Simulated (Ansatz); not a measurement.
## ReS2 monolayer (2H): relaxing the cell for a phonon run

Aim: bring ReS2 monolayer (2H) to small forces and stress, as phonons need.

Program: Ansatz 0.2.0. Level of theory: DFT PBEsol, scalar-relativistic, plane waves, PAW; PAW set soft_1. Results are calculated unless marked as measured.

This is a report of a sequence of runs, with most program output left out.

### Step 1. Set-up

The cell holds 3 atoms: 1 Re and 2 S. Its edges and angles: a = 3.170 Å, b = 3.170 Å, c = 20.000 Å, α = 90.0°, β = 90.0°, γ = 120.0°. Vacuum lies along c.

### Step 2. A coarse first look

First a cheap look: the gap decides the mesh and the occupations, the pressure tells how far the cell has to move.

The program solves this slab on a cell height of its own, 30.0 Å, in place of the one typed.

Contents of input.yaml:

```yaml
crystal:
  lattice:
    - [3.17, 0.0, 0.0]
    - [-1.585, 2.7453, 0.0]
    - [0.0, 0.0, 20.0]
  atoms:
    - { symbol: Re, position: [0.333333, 0.666667, 0.5] }
    - { symbol: S, position: [0.666667, 0.333333, 0.5775] }
    - { symbol: S, position: [0.666667, 0.333333, 0.4225] }
  periodic: [true, true, false]
kpoints:
  mp_grid: { grid: [6, 6, 1] }
hamiltonian:
  xc: pbesol
  pseudopotentials: { kind: paw, azcp: { folder: soft_1 }, xc_functional: pbe }
scf:
  occupations: { method: gaussian, width: 0.1 }
output:
  forces: true
  stress: true
  eigenvalues: true
```

Run with:

```bash
> ansatz run input.yaml --threads 4 --pin off --max-ram 16384MiB --backend cpu --events-out ev --progress --plain --runs-dir out
```

Wall time 1.6 s (4 threads of Arm Neoverse V1, shared host); peak memory 0.46 GiB; 4.8 s of CPU time.

This run has no spin polarisation although its electron count is odd.

Numbers from this step:

```
gap on the k-mesh : 0 eV
area per atom     : 2.901 Å²
```

The coarse mesh shows no gap.

### Step 3. Relaxation

Harmonic phonons are second derivatives at a point where the forces vanish, and they are wanted at zero stress, so atoms and cell are relaxed first.

The program solves this slab on a cell height of its own, 30.0 Å, in place of the one typed.

Changes to input.yaml since step 2:

```diff
@@ -11,3 +11,3 @@
 kpoints:
-  mp_grid: { grid: [6, 6, 1] }
+  mp_grid: { grid: [15, 15, 1] }
 hamiltonian:
@@ -21 +21,10 @@
   eigenvalues: true
+  write_density: true
+  write_potential: true
+  elf: true
+  volumetric_format: npy
+relax:
+  adjacent_minimum: "off"
+  f_tol: 0.005
+  max_steps: 80
+  cell: { stress_2d_tol: 0.02 }
```

Elapsed: 51 s, on 4 threads; peak memory 0.58 GiB.

Step by step:

| step | energy less that of the first step (eV) | largest force component (eV/Å) | volume (Å³) |
| --- | --- | --- | --- |
| 1 | 0.0000 | 0.3060 | 261.08 |
| 2 | -0.0095 | 0.1193 | 257.22 |
| 3 | -0.0123 | 0.1210 | 255.84 |
| 4 | -0.0242 | 0.0633 | 252.31 |
| 5 | 0.0815 | 1.5054 | 227.68 |
| 6 | -0.0398 | 0.6310 | 240.14 |
| 7 | -0.0706 | 0.1149 | 236.96 |
| 8 | -0.0550 | 0.2610 | 228.13 |
| 9 | -0.0735 | 0.0125 | 234.82 |
| 10 | -0.0736 | 0.0010 | 234.33 |
| 11* | -0.0722 | 0.0001 | 234.33 |

Relaxation steps marked * repeat the geometry before them on a plane-wave basis chosen anew for their cell, so energy and pressure can jump there. Relaxation steps 5, 8 were tried and not accepted.

Forces are held to the 12 operations that the run works with; a distortion that breaks them can't arise in this run.

| cell as run | before | after | change |
| --- | --- | --- | --- |
| a (Å) | 3.170 | 3.003 | -5.3 % |
| b (Å) | 3.170 | 3.003 | -5.3 % |

The atoms that moved most (Å, along periodic axes as changes of fractional coordinates times the final cell, across vacuum about the mean position):

| atom | dx | dy | dz | length |
| --- | --- | --- | --- | --- |
| S2 | 0.000 | 0.000 | 0.115 | 0.115 |
| S3 | 0.000 | 0.000 | -0.115 | 0.115 |

Final coordinates:

```xyz
3
Lattice="3.0032 0.0000 0.0000 -1.5016 2.6009 0.0000 0.0000 0.0000 30.0000" Properties=species:S:1:pos:R:3
Re    0.0000    1.7339   10.0000
S     1.5016    0.8670   11.6654
S     1.5016    0.8670    8.3346
```

This step gave:

```
area per atom : 2.604 Å²
```

Electrostatic potential energy in the ac plane at fractional y = 0.333, with atoms of S within 0.2 Å of it. With pseudopotentials it is smooth inside the atoms' cores, unlike the true potential.

Values in eV, 24 rows by 16 columns, each cell a mean:
```
  0   0   0   0   0   0   0   0   0   0   0   0   0   0   0   0
  0   0   0   0   0   0   0   0   0   0   0   0   0   0   0   0
  0   0   0   0   0   0   0   0   0   0   0   0   0   0   0   0
  0   0   0   0   0   0   0   0   0   0   0   0   0   0   0   0
  0   0   0   0   0   0   0   0   0   0   0   0   0   0   0   0
  0   0   0   0   0   0   0   0   0   0   0   0   0   0   0   0
  0   0   0   0   0   0   0   0   0   0   0   0   0   0   0   0
  0   0   0   0   0   0   0   0   0   0   0   0   0   0   0   0
  0   0   0   0   0   0   0   0   0   0   0   0   0   0   0   0
  0   0   0   0   0   0   0   0   0   0   0   0   0   0   0   0
  0   0   0   0   0   0   0   0   0   0   0   0   0   0   0   0
  0   0   0   0   0   0   0   0   0   0   0   0   0   0   0   0
  0   0   0   0   0   0   0   0   0   0   0   0   0   0   0   0
 -1  -1  -1  -1  -1  -1  -2  -2  -3  -5  -6  -6  -5  -4  -3  -2
 -8  -5  -4  -3  -4  -7 -13 -27 -34 -36 -36 -36 -36 -35 -31 -17
-14 -17 -20 -20 -19 -16 -13 -11 -12 -14 -15 -15 -14 -12 -11 -11
-12 -14 -15 -16 -15 -13 -12 -13 -17 -19 -20 -20 -19 -17 -14 -12
 -8  -4  -3  -3  -4  -6 -12 -24 -30 -33 -34 -34 -33 -31 -27 -15
 -1  -1   0   0   0  -1  -1  -1  -2  -2  -2  -2  -2  -2  -1  -1
  0   0   0   0   0   0   0   0   0   0   0   0   0   0   0   0
  0   0   0   0   0   0   0   0   0   0   0   0   0   0   0   0
  0   0   0   0   0   0   0   0   0   0   0   0   0   0   0   0
  0   0   0   0   0   0   0   0   0   0   0   0   0   0   0   0
  0   0   0   0   0   0   0   0   0   0   0   0   0   0   0   0
```
Columns run along a (3.0 Å; values clipped at the 3rd and 97th percentile), rows up along c (30.0 Å). Atoms in or near the plane, at fractional coordinates: S at (0.67, 0.39), S at (0.67, 0.28).

Valence density in the ac plane at fractional y = 0.333, with atoms of S within 0.2 Å of it. It is the smooth field of the valence electrons, not physical close to the nuclei.

Ten even steps from '0' (0.0 e/Å³) to '9' (1.0 e/Å³), each cell a mean:
```
0000000000000000
0000000000000000
0000000000000000
0000000000000000
0000000000000000
0000000000000000
0000000000000000
0000000000000000
0000000000000000
0000000000000000
0000000000000000
0000000000000000
0000000000000000
0000000112222110
4211235899768996
5677655555555544
4555555566666655
3211124798768985
0000000001111000
0000000000000000
0000000000000000
0000000000000000
0000000000000000
0000000000000000
```
Columns run along a (3.0 Å), rows up along c (30.0 Å). Atoms in or near the plane, at fractional coordinates: S at (0.67, 0.39), S at (0.67, 0.28).

ELF in the ac plane at fractional y = 0.333, with atoms of S within 0.2 Å of it. It is the smooth field of the valence electrons, not physical close to the nuclei.

Ten even steps from '_' (0.00) to '@' (0.84), each cell a mean:
```
________________________________
________________________________
________________________________
________________________________
________________________________
________________________________
________________________________
________________________________
________________________________
________________________________
________________________________
________________________________
________________________________
--..____..::++**%%%%@@@@%%%%##++
%%++::::--##@@@@%%++----==##@@@@
------------==++++++++++++++++==
==--::::--==++****++++++++****++
%%==::..--##@@@@%%**++==++%%@@@@
::..______..--++**########**++==
________________________________
________________________________
________________________________
________________________________
________________________________
```
Columns run along a (3.0 Å), rows up along c (30.0 Å). Atoms in or near the plane, at fractional coordinates: S at (0.67, 0.39), S at (0.67, 0.28).

### Step 4. Tight relaxation

Phonons need a cell at rest on their own settings, so the relaxation is repeated with tight tolerances on forces and stress on the k mesh and occupations of the first response run.

input.yaml, the sections that differ from step 3:

```yaml
crystal:
  lattice:
    - [3.0032333533, 0.0, 0.0]
    - [-1.5016166766, 2.6008763774, 0.0]
    - [0.0, 0.0, 30.0]
  atoms:
    - { symbol: Re, position: [0.3333333333, 0.6666666667, 0.3333333333] }
    - { symbol: S, position: [0.6666666667, 0.3333333333, 0.3888452567] }
    - { symbol: S, position: [0.6666666667, 0.3333333333, 0.2778214099] }
  periodic: [true, true, false]
kpoints:
  mp_grid: { grid: [18, 18, 1] }
scf:
  occupations: { method: methfessel_paxton, width: 0.2 }
relax:
  adjacent_minimum: "off"
  f_tol: 0.001
  max_steps: 60
  cell: { stress_2d_tol: 0.002 }
# hamiltonian, output: as in step 3
```

Elapsed: 22 s, on 4 threads; peak memory 0.59 GiB; 85 s of CPU time.

Little changed from the start: no atom moved by 0.005 Å and no cell edge by 0.1 %.

This step gave:

```
area per atom : 2.602 Å²
```

Valence density in the ac plane at fractional y = 0.333, with atoms of S within 0.2 Å of it. It is the smooth field of the valence electrons, not physical close to the nuclei.

Ten even steps from '0' (0.0 e/Å³) to '9' (1.0 e/Å³), each cell a mean:
```
0000000000000000
0000000000000000
0000000000000000
0000000000000000
0000000000000000
0000000000000000
0000000000000000
0000000000000000
0000000000000000
0000000000000000
0000000000000000
0000000000000000
0000000000000000
0000000112222110
4211235899768996
5677655555555544
4555555566666655
3211124798768985
0000000001111000
0000000000000000
0000000000000000
0000000000000000
0000000000000000
0000000000000000
```
Columns run along a (3.0 Å), rows up along c (30.0 Å). Atoms in or near the plane, at fractional coordinates: S at (0.67, 0.39), S at (0.67, 0.28).

Electrostatic potential energy in the ac plane at fractional y = 0.333, with atoms of S within 0.2 Å of it. With pseudopotentials it is smooth inside the atoms' cores, unlike the true potential.

Ten even steps from '0' (-36 eV) to '9' (0 eV), each cell a mean:
```
9999999999999999
9999999999999999
9999999999999999
9999999999999999
9999999999999999
9999999999999999
9999999999999999
9999999999999999
9999999999999999
9999999999999999
9999999999999999
9999999999999999
9999999999999999
9999999998888899
7899886200000015
6544456666556666
6655566654444566
7899886311000125
9999999999999999
9999999999999999
9999999999999999
9999999999999999
9999999999999999
9999999999999999
```
Columns run along a (3.0 Å; values clipped at the 3rd and 97th percentile), rows up along c (30.0 Å). Atoms in or near the plane, at fractional coordinates: S at (0.67, 0.39), S at (0.67, 0.28).

ELF in the ac plane at fractional y = 0.333, with atoms of S within 0.2 Å of it. It is the smooth field of the valence electrons, not physical close to the nuclei.

Ten even steps from '_' (0.00) to '@' (0.84), each cell a mean:
```
________________________________
________________________________
________________________________
________________________________
________________________________
________________________________
________________________________
________________________________
________________________________
________________________________
________________________________
________________________________
________________________________
--..____..::++**%%%%@@@@%%%%##++
%%++::::--##@@@@%%++----==##@@@@
------------==++++++++++++++++==
==--::::--==++****++++++++****++
%%==::..--##@@@@%%**++==++%%@@@@
::..______..--++**########**++==
________________________________
________________________________
________________________________
________________________________
________________________________
```
Columns run along a (3.0 Å), rows up along c (30.0 Å). Atoms in or near the plane, at fractional coordinates: S at (0.67, 0.39), S at (0.67, 0.28).

The largest force component left is 0.070 meV/Å, within the tolerances set.

### Step 5. Summary of results

- space group after relaxation (within 0.01 Å): P-6m2
- lattice constant a: 3.002 Å
- lattice constant b: 3.002 Å
- area per atom: 2.60 Å²

The largest force component left is 0.070 meV/Å, within the tolerances set. The relaxation keeps the symmetry of its start, so it says nothing on stability against lower symmetry. The runs are without spin polarisation, although the cell has an odd electron count. Spin-orbit coupling is left out, which can matter for the heavy elements here. The PAW files were made for PBE and serve the other functionals too. The starting cell was built on a prototype and not taken from a measurement.

[Logs are printed without paths, hosts, clocks, repeated set-up lines and the standing remarks that a program may print on its own settings, such as how far it seeks lower states.]

[Hosts, paths, dates, database ids (printed as entryN), source tags and the programs' standing remarks are cut or masked in the printed files.]
